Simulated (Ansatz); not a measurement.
# Na3MoO4Cl (P4/nmm): converging the G0W0 gap, part 2 of 2

How do accuracy and time trade against each other in G0W0 on Na3MoO4Cl (P4/nmm)?

Ansatz 0.2.0; G0W0 on PBE, plane waves, PAW; PAW set soft_1. Known limits of the many-body steps: not at the basis limit; no spin-orbit coupling; coarse k mesh.

So far. Step 4 (1009 empty bands, screening to 130 eV): Against the run with 2×2×4 mesh, 469 empty bands, screening to 78 eV, PAW set soft_1 files, the gap moves by −0.016 eV. Step 5 (Changing the k mesh: 2×2×2 mesh, 469 empty bands …): Against the run with 2×2×4 mesh, 469 empty bands, screening to 78 eV, PAW set soft_1 files, the gap moves by +0.007 eV.

### Step 6. Changing the frequency model: 2×2×4 mesh, 1009 empty bands, screening to 130 eV, plasmon pole, PAW set soft_1 files

A plasmon pole stands in for the full frequency dependence of the screening; this run shows what that costs in accuracy. Bands and cutoff differ from the step before, so it is read against an earlier run that matches them.

Contents of input.yaml:

```yaml
crystal:
  lattice:
    - [7.4942, 0.0, 0.0]
    - [0.0, 7.4942, 0.0]
    - [0.0, 0.0, 5.3409]
  atoms:
    - { symbol: Na, position: [0.75, 0.75, 0.0] }
    - { symbol: Na, position: [0.75, 0.25, 0.0] }
    - { symbol: Na, position: [0.25, 0.25, 0.0] }
    - { symbol: Na, position: [0.25, 0.75, 0.0] }
    - { symbol: Na, position: [0.5, 0.0, 0.6389095619] }
    - { symbol: Na, position: [0.0, 0.5, 0.3610904381] }
    - { symbol: Mo, position: [0.0, 0.0, 0.5] }
    - { symbol: Mo, position: [0.5, 0.5, 0.5] }
    - { symbol: Cl, position: [0.5, 0.0, 0.155433647] }
    - { symbol: Cl, position: [0.0, 0.5, 0.844566353] }
    - { symbol: O, position: [0.810272275, 0.0, 0.7004856242] }
    - { symbol: O, position: [0.5, 0.310272275, 0.7004856242] }
    - { symbol: O, position: [0.189727725, 0.0, 0.7004856242] }
    - { symbol: O, position: [0.5, 0.689727725, 0.7004856242] }
    - { symbol: O, position: [0.310272275, 0.5, 0.2995143758] }
    - { symbol: O, position: [0.0, 0.189727725, 0.2995143758] }
    - { symbol: O, position: [0.689727725, 0.5, 0.2995143758] }
    - { symbol: O, position: [0.0, 0.810272275, 0.2995143758] }
kpoints:
  mp_grid: { grid: [2, 2, 4] }
hamiltonian:
  xc: pbe
  pseudopotentials: { kind: paw, azcp: { folder: soft_1 } }
scf:
  occupations: { method: fixed }
gw:
  n_empty_bands: 1009
  ecut_chi: 130.0
  qp_bands: [v4, c4]
  qp_kpoints: band_edges
  screening: { model: godby_needs }
```

Run with:

```console
$ ansatz run input.yaml --threads 2 --pin off --max-ram 92160MiB --backend cuda --events-out ev --progress --plain --runs-dir out --devices 1 --max-vram 13GiB
```

Numbers of over 12 decimals in the logs are rounded to 6 here.

The log of the run:

```text
GPUs: using 1 of 1 available (devices: 1).
[...]
GPU FFT provider: cuFFT
GPU libraries: cuBLAS 13.8.2, cuFFT 12.4.0, cuSOLVER 12.3.4
Crystal: 18 atoms, lattice volume = 299.961 Å³
Basis set: ecut = 420 eV, 5889 PW (Γ)
Bands: 90, of which v1, the nominal top of the filled ones, is band 72 counted from 1 (71 counted from 0)
Symmetry: 16 space group operations
[...]
k-points: 9 of 16
[...]
0    76      7.2312   -16.7546    -3.6363   -22.5232  0.8041     9.3816     9.3634  root
[...]
8    73      7.0366   -16.1502    -3.7012   -21.9057  0.8085     9.1101     9.0908  root
     8    74      7.0366   -16.1502    -3.7012   -21.9057  0.8085     9.1101     9.0908  root
     8    75      7.3338   -16.7485    -3.6255   -22.5021  0.8049     9.4808     9.4619  root
     8    76      7.3338   -16.7485    -3.6255   -22.5021  0.8049     9.4808     9.4619  root
[key lines of the parts left out:]
SCF converged after 10 iterations
Free energy (F): -25546.003183 eV
Fermi energy:    2.404055 eV
```

It took 1.7 min on 1 × NVIDIA H100 80GB HBM3 (shared by 6 runs) with 2 threads of AMD EPYC 7R13 (Zen 3), shared host; peak memory 4.9 GiB.

Numbers from this step:

```yaml
bands_summed: 1081
plasmon_pole_fit_frequency: 25.73 eV
rpa_eps_infinity_on_this_mesh_eigenvalues: 2.518, 2.518, 2.529
plane_waves_in_the_screening_matrix: 1001
g0w0_gap_on_the_mesh: 7.165 eV
k_of_the_valence_top: -0.5, -0.5, -0.5
k_of_the_conduction_bottom: 0, 0, 0
starting_gap_on_the_mesh: 4.314 eV
least_direct_g0w0_gap_on_the_computed_points: 7.181 eV
```

Against the run with 2×2×4 mesh, 1009 empty bands, screening to 130 eV, PAW set soft_1 files, the gap moves by +0.08 eV.

### Step 7. Changing the files and raising the bands: 2×2×4 mesh, 1496 empty bands, screening to 169 eV, hard PAW files

Other atomic data (hard PAW) test the pseudisation: the cutoff goes from 420 to 930 eV, with the same valence electrons. Bands and screening cutoff change too, so the step is no clean test of the files.

This step: G0W0 on PBE, plane waves, PAW.

Changes to input.yaml since step 6:

```diff
@@ -28,3 +28,3 @@
   xc: pbe
-  pseudopotentials: { kind: paw, azcp: { folder: soft_1 } }
+  pseudopotentials: { kind: paw, source: ansatz }
 scf:
@@ -32,6 +32,6 @@
 gw:
-  n_empty_bands: 1009
-  ecut_chi: 130.0
+  n_empty_bands: 1496
+  ecut_chi: 169.0
   qp_bands: [v4, c4]
   qp_kpoints: band_edges
-  screening: { model: godby_needs }
+  screening: { model: contour_deformation }
```

The log of the run:

```text
GPUs: using 1 of 1 available (devices: 1).
[...]
GPU FFT provider: cuFFT
GPU libraries: cuBLAS 13.8.2, cuFFT 12.4.0, cuSOLVER 12.3.4
Crystal: 18 atoms, lattice volume = 299.961 Å³
Basis set: ecut = 930 eV, 19399 PW (Γ)
Bands: 90, of which v1, the nominal top of the filled ones, is band 72 counted from 1 (71 counted from 0)
Symmetry: 16 space group operations
[...]
k-points: 9 of 16
[...]
0    76      7.1664   -16.7481    -3.9956   -22.5152  0.7773     8.9730     8.9379  root
[...]
8    73      6.9713   -16.1440    -4.0336   -21.8978  0.7830     8.7232     8.6915  root
     8    74      6.9713   -16.1440    -4.0336   -21.8978  0.7830     8.7232     8.6915  root
     8    75      7.2692   -16.7411    -3.9809   -22.4937  0.7788     9.0753     9.0409  root
     8    76      7.2692   -16.7411    -3.9809   -22.4937  0.7788     9.0753     9.0409  root
[key lines of the parts left out:]
SCF converged after 10 iterations
Free energy (F): -25547.430319 eV
Fermi energy:    2.338037 eV
```

It took 2 min on 1 × NVIDIA H100 80GB HBM3 (shared by 6 runs) with 2 threads; peak memory 8.3 GiB.

This step gave:

| Quantity | Value |
| --- | --- |
| bands summed | 1568 |
| RPA ε∞ on this mesh (eigenvalues) | 2.521, 2.521, 2.532 |
| plane waves in the screening matrix | 1507 |
| G0W0 gap on the mesh | 7.100 eV |
| k of the valence top | -0.5, -0.5, -0.5 |
| k of the conduction bottom | 0, 0, 0 |
| starting gap on the mesh | 4.314 eV |
| least direct G0W0 gap on the computed points | 7.118 eV |

Against the run with 2×2×4 mesh, 1009 empty bands, screening to 130 eV, PAW set soft_1 files, the gap moves by +0.016 eV.

### Step 8. Convergence and cost

Times are wall times on 1 × NVIDIA H100 80GB HBM3 (shared by 6 runs) with 2 threads of AMD EPYC 7R13 (Zen 3), shared host, good to a factor of about two.

```
 mesh           files            frequency  bands summed  cutoff (eV)  start (eV)  G0W0 (eV)     time  host memory (GiB)
2×2×4  PAW set soft_1  contour deformation           237           39       4.314      7.373     21 s                1.4
2×2×4  PAW set soft_1  contour deformation           541           78       4.314      7.099     41 s                1.8
2×2×4  PAW set soft_1  contour deformation          1081          130       4.314      7.084     54 s                3.2
2×2×2  PAW set soft_1  contour deformation           541           78       4.313      7.106     20 s                1.6
2×2×4  PAW set soft_1         plasmon pole          1081          130       4.314      7.165  1.7 min                4.9
2×2×4        hard PAW  contour deformation          1568          169       4.314      7.100    2 min                8.3
```

The parts of the quasiparticle energy at the two band edges (eV; QP = start + Σx + Σc − Vxc):

```
       run               edge  start      Σx     Σc     Vxc     Z    QP
 237 bands        valence top   2.40  -25.32   4.39  -20.09  0.76  1.56
 237 bands  conduction bottom   6.78  -13.19  -3.14  -18.49  0.82  8.94
 541 bands        valence top   2.40  -25.32   4.32  -20.09  0.75  1.49
 541 bands  conduction bottom   6.78  -13.19  -3.49  -18.49  0.81  8.59
1081 bands        valence top   2.40  -25.32   4.12  -20.09  0.75  1.30
1081 bands  conduction bottom   6.78  -13.19  -3.70  -18.49  0.81  8.38
```

 Where G0W0 reorders the edges (237 bands, 541 bands and 1081 bands), the two states listed lie further apart at the start than the starting gap.

### Step 9. Outcome

```yaml
237_bands_39_ev: 7.373 eV
541_bands_78_ev: 7.099 eV
1081_bands_130_ev: 7.084 eV
mesh_and_start: 2×2×4, PBE
```

In words: From 237 to 1081 bands the gap moves by −0.29 eV while the time grows 2.5-fold. Σc changes by −0.27 eV at the valence top and −0.56 eV at the conduction bottom, so the conduction edge carries most of the change. The states at the edges change along the series or lie close to crossing, so no limit is drawn from it. On the 2×2×2 mesh in place of 2×2×4 the gap differs by +0.01 eV, of which −0.0004 eV is already in the start. The plasmon-pole model gives +0.08 eV against contour deformation, 3 % of the correction, and saved no time in this program. With hard PAW files and 1568 bands the gap is 7.10 eV. The 2×2×4 mesh is coarse for this cell (its supercell is 15 Å along the shortest edge). The RPA ε∞ on it, from the PBE start, is 2.52 and 2.53; such meshes misread the long-range screening, most where the gap is narrow. The many-body steps are scalar-relativistic: spin-orbit coupling is not in them.

[Paths, hosts, dates, memory and timing lines, banners, echoed tables and standing remarks are left out of the program output.]

[Logs are printed without paths, hosts, clocks, repeated set-up lines and the standing remarks that a program may print on its own settings, such as how far it seeks lower states.]

[Runs of the session that timed out or met a known fault of the program may be left out.]

[Cells called generated may have been cut or substituted from an entry of the Crystallography Open Database or the Materials Project.]

[Hosts, paths, dates, database ids (printed as entryN), source tags and the programs' standing remarks are cut or masked in the printed files.]
